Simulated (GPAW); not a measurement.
# A Ta chain with an Al atom on top of one atom: transmission at several levels, part 2 of 2

Wanted: the zero-bias transmission of a Ta chain with an Al atom on top of one atom on a ladder of levels, with run times.

GPAW 26.7.0; GPAW LCAO, PAW setups; Landauer transmission from Green's functions with principal layers (ASE), zero bias.

So far, transmission at the Fermi level (one spin): step 2 (GPAW, dzp, PBE, GPAW) 4.82; step 3 (basis szp(dzp), PBE, GPAW) 4.85; step 4 (basis sz(dzp), PBE, GPAW) 4.77; step 5 (LDA) 4.96.

## 8. Grid spacing 0.22, smearing 0.2: h = 0.22 and width = 0.2

The real-space grid carries density and potential; a coarse one breaks translation symmetry along the lead and scatters electrons that should pass. Smearing helps the SCF of a metal converge, but it blurs occupations at band edges near the Fermi level.

This step: GPAW LCAO, PAW setups; Landauer transmission from Green's functions with principal layers (ASE), zero bias (GPAW 26.7.0).

run.py reads:

```python
import json
import numpy as np
from ase import Atoms
from ase.transport.calculators import TransportCalculator
from gpaw import GPAW, FermiDirac
from gpaw.lcao.tools import get_lcao_hamiltonian
from scipy.linalg import eigh

# The junction with lead layers at both ends, along the third cell vector
device = Atoms(
    ['Ta', 'Ta', 'Ta', 'Ta', 'Ta', 'Ta', 'Ta', 'Ta', 'Al', 'Ta', 'Ta', 'Ta', 'Ta', 'Ta', 'Ta', 'Ta'],
    positions=[
        [4.50000, 4.50000, 1.20000],
        [4.50000, 4.50000, 3.60000],
        [4.50000, 4.50000, 6.00000],
        [4.50000, 4.50000, 8.40000],
        [4.50000, 4.50000, 10.80000],
        [4.50000, 4.50000, 13.20000],
        [4.50000, 4.50000, 15.60000],
        [4.50000, 4.50000, 18.00000],
        [6.79010, 4.50000, 18.00000],
        [4.50000, 4.50000, 20.40000],
        [4.50000, 4.50000, 22.80000],
        [4.50000, 4.50000, 25.20000],
        [4.50000, 4.50000, 27.60000],
        [4.50000, 4.50000, 30.00000],
        [4.50000, 4.50000, 32.40000],
        [4.50000, 4.50000, 34.80000]],
    cell=[[9.0, 0.0, 0.0], [0.0, 9.0, 0.0], [0.0, 0.0, 36.0]],
    pbc=True)

# One principal layer of the lead: the first 5 atoms of the device
lead = Atoms(
    ['Ta', 'Ta', 'Ta', 'Ta', 'Ta'],
    positions=[
        [4.50000, 4.50000, 1.20000],
        [4.50000, 4.50000, 3.60000],
        [4.50000, 4.50000, 6.00000],
        [4.50000, 4.50000, 8.40000],
        [4.50000, 4.50000, 10.80000]],
    cell=[[9.0, 0.0, 0.0], [0.0, 9.0, 0.0], [0.0, 0.0, 12.0]],
    pbc=True)

settings = dict(mode='lcao', basis='dzp', xc='PBE', h=0.22,
                occupations=FermiDirac(0.2), maxiter=250,
                mixer=dict(beta=0.1, nmaxold=8, weight=100.0),
                convergence=dict(density=0.0001))
energies = np.arange(-2, 2 + 1e-9, 0.05)
eta = 0.0001
n1, n2 = 1, 1
# k and -k transmit alike, so half of the mesh across the current serves
mesh = [(i, j) for i in range(n1) for j in range(n2) if (i, j) <= (-i % n1, -j % n2)]
weights = np.array([1 if (i, j) == (-i % n1, -j % n2) else 2 for i, j in mesh]) / (n1 * n2)

# [... helper functions left out ...]
fermi_lead = ground_state(lead, (1, 1, 10), 'lead.txt')
fermi_device = ground_state(device, (1, 1, 2), 'device.txt')
# [... loop over the mesh left out, but for ...]
        # Shift the lead onto the potential of the device's first layer
        shift = ((H[:, 0, 0] - H0[:, 0, 0]) / S0[0, 0]).real.mean()
# [...]
kT = 8.617333e-5 * 500
bias = [0.1, 0.2, 0.5, 1.0, 1.5, 2.0]
# [... integrals and printing left out ...]
```

The run is started by

```console
$ OMP_NUM_THREADS=1 OPENBLAS_NUM_THREADS=1 python run.py
```

The program printed:

```text
basis functions: device 448, principal layer 145
Fermi level: lead -2.2843 eV, device -2.2630 eV; lead shifted by -0.0022 eV
largest coupling past the next layer 9.06e-08 eV, largest misfit of the first layer 0.013 eV
  E-E_F (eV)   T (one spin)  [channel counts left out]
    -2.000    2.4890e+00
    -1.950    2.5293e+00
    -1.900    2.5608e+00
    -1.850    2.5911e+00
    -1.800    2.6212e+00
    -1.750    2.6488e+00
    -1.700    2.8944e+00
    -1.650    2.7350e+00
    -1.600    2.7240e+00
    -1.550    2.7226e+00
    -1.500    2.7224e+00
    -1.450    2.7223e+00
    -1.400    2.7222e+00
    -1.350    2.7225e+00
    -1.300    2.7240e+00
    -1.250    2.7271e+00
[...]
1.650    3.8228e+00
     1.700    3.7518e+00
     1.750    3.6673e+00
     1.800    3.5707e+00
     1.850    3.4589e+00
     1.900    3.3239e+00
     1.950    3.1522e+00
     2.000    2.9124e+00
conductance at 500 K: 4.7098 G0 a cell; thermopower -6.912 uV/K
current from the zero-bias T(E) at 0.1 V: 36.413 uA
current from the zero-bias T(E) at 0.2 V: 72.375 uA
current from the zero-bias T(E) at 0.5 V: 175.1 uA
current from the zero-bias T(E) at 1.0 V: 333.83 uA
current from the zero-bias T(E) at 1.5 V: 476.9 uA
current from the zero-bias T(E) at 2.0 V: 611.55 uA
```

Wall time 2.6 min (1 thread of Arm Neoverse V2, shared host); peak memory 1.2 GiB.

Numbers from this step:

* conductance: 4.710 G₀
* largest coupling past the next principal layer: 9.06e-8 eV
* largest misfit of the first principal layer: 0.01290 eV
* shift that aligns the lead: -0.002181 eV
* transmission at the Fermi level (one spin): 4.798

One spin. The transmission, zone mean by energy, zero at the Fermi level:

```tsv
energy (eV)	transmission, zone mean
-2.000	2.49
-1.800	2.62
-1.600	2.72
-1.400	2.72
-1.200	2.73
-1.000	2.80
-0.800	2.93
-0.700	2.97
-0.600	2.23
-0.400	3.44
-0.200	3.70
0.000	4.80
0.150	4.91
0.200	4.89
0.400	4.75
0.600	4.54
0.800	4.24
1.000	3.82
1.200	3.36
1.400	2.81
1.600	3.87
1.800	3.57
2.000	2.91
```

Not self-consistent under bias; the bias window is split evenly. Current through one cell, from the zero-bias transmission against bias:

```tsv
bias (V)	current through one cell, from the zero-bias transmission (mA)
0.100	0.0364
0.200	0.0724
0.500	0.175
1.000	0.334
1.500	0.477
2.000	0.612
```

Table of transmission of the three most open eigenchannels by energy, zero at the Fermi level:

```tsv
energy (eV)	channel 1	channel 2	channel 3
-2.00	0.940	0.905	0.644
-1.90	0.951	0.931	0.678
-1.80	0.967	0.958	0.697
-1.70	0.995	0.963	0.721
-1.55	0.996	0.969	0.744
-1.45	0.996	0.971	0.750
-1.35	0.996	0.973	0.754
-1.25	0.996	0.973	0.755
-1.15	0.997	0.972	0.754
-1.05	0.997	0.970	0.753
-0.90	0.998	0.961	0.753
-0.80	0.998	0.942	0.754
-0.70	0.998	0.868	0.757
-0.60	0.998	0.766	0.459
-0.50	0.998	0.958	0.787
-0.40	0.998	0.996	0.828
-0.25	0.999	0.998	0.914
-0.15	0.999	0.996	0.964
-0.05	0.999	0.996	0.983
0.00	0.998	0.996	0.992
0.05	0.996	0.996	0.993
0.15	0.998	0.997	0.949
0.25	0.998	0.998	0.958
0.40	0.998	0.998	0.966
0.50	0.998	0.998	0.966
0.60	0.998	0.997	0.965
0.70	0.998	0.996	0.964
0.80	0.998	0.995	0.961
0.90	0.998	0.992	0.960
1.05	0.998	0.985	0.956
1.15	0.998	0.973	0.954
1.25	0.998	0.950	0.946
1.35	0.998	0.945	0.635
1.45	0.998	0.941	0.926
1.55	0.999	0.982	0.980
1.70	0.997	0.996	0.891
1.80	0.997	0.993	0.866
1.90	0.997	0.980	0.817
2.00	0.997	0.933	0.693
```

The conductance equals that of the dzp run to 0.2 %.

## 9. A second varied run

A last run, with other settings again.

run.py, as its differences from that of step 8:

```diff
@@ -31,16 +31,13 @@
 
-# One principal layer of the lead: the first 5 atoms of the device
+# One principal layer of the lead: the first 2 atoms of the device
 lead = Atoms(
-    ['Ta', 'Ta', 'Ta', 'Ta', 'Ta'],
+    ['Ta', 'Ta'],
     positions=[
         [4.50000, 4.50000, 1.20000],
-        [4.50000, 4.50000, 3.60000],
-        [4.50000, 4.50000, 6.00000],
-        [4.50000, 4.50000, 8.40000],
-        [4.50000, 4.50000, 10.80000]],
-    cell=[[9.0, 0.0, 0.0], [0.0, 9.0, 0.0], [0.0, 0.0, 12.0]],
+        [4.50000, 4.50000, 3.60000]],
+    cell=[[9.0, 0.0, 0.0], [0.0, 9.0, 0.0], [0.0, 0.0, 4.8]],
     pbc=True)
 
-settings = dict(mode='lcao', basis='dzp', xc='PBE', h=0.22,
-                occupations=FermiDirac(0.2), maxiter=250,
+settings = dict(mode='lcao', basis='dzp', xc='PBE', h=0.2,
+                occupations=FermiDirac(0.1), maxiter=50,
                 mixer=dict(beta=0.1, nmaxold=8, weight=100.0),
```

The program printed:

```text
LinAlgError: The leading minor of order 36 of B is not positive definite. The factorization of B could not be completed and no eigenvalues or eigenvectors were computed.
```

It took 2.4 min on 1 thread; peak memory 1.4 GiB.

The run ended with an error.

The program's message: “LinAlgError: The leading minor of order 36 of B is not positive definite. The factorization of B could not be completed and no eigenvalues or eigenvectors were computed.”

The change that led to it: n_lead = 2 and period = 4.8.

## 10. Results

```yaml
conductance: 4.71 G₀
transmission_at_the_fermi_level_mean_of_the_spins: 4.82
```

What this shows: In the dzp basis the junction conducts 4.71 G₀ at 500 K, with T = 4.82 a spin at the Fermi level; the sz basis reaches that conductance within 10 %. At the Fermi level the three most open eigenchannels pass 1.00, 0.99 and 0.99. Measured against the first run (dzp), the nearest curve is that of dzp-LDA (r.m.s. 0.17) and the farthest that of sz (0.29). Over the compared runs wall time goes from 79 s (sz) to 175 s (dzp), on a shared host. The geometry was built from estimated bond lengths and not relaxed, so the numbers describe this model structure. The run had no spin polarisation, so a magnetic state, which chains and small molecules with open shells often have, wasn't tested. Spin-orbit coupling is left out, which matters for the heavy atoms here. An evenly spaced straight chain is an idealisation: free chains tend to dimerise, zigzag or, where a band edge lies near the Fermi level, turn magnetic. The currents use the zero-bias T(E) throughout, which holds only while the bias is small against the distance to the nearest feature. The thermopower isn't quoted: it samples T(E) farther from the Fermi level than the conductance does, and the energy grid wasn't tested for it.

[Logs are printed without paths, hosts, clocks, repeated set-up lines and the standing remarks that a program may print on its own settings, such as how far it seeks lower states.]

[Hosts, paths, dates, database ids (printed as entryN), source tags and the programs' standing remarks are cut or masked in the printed files.]
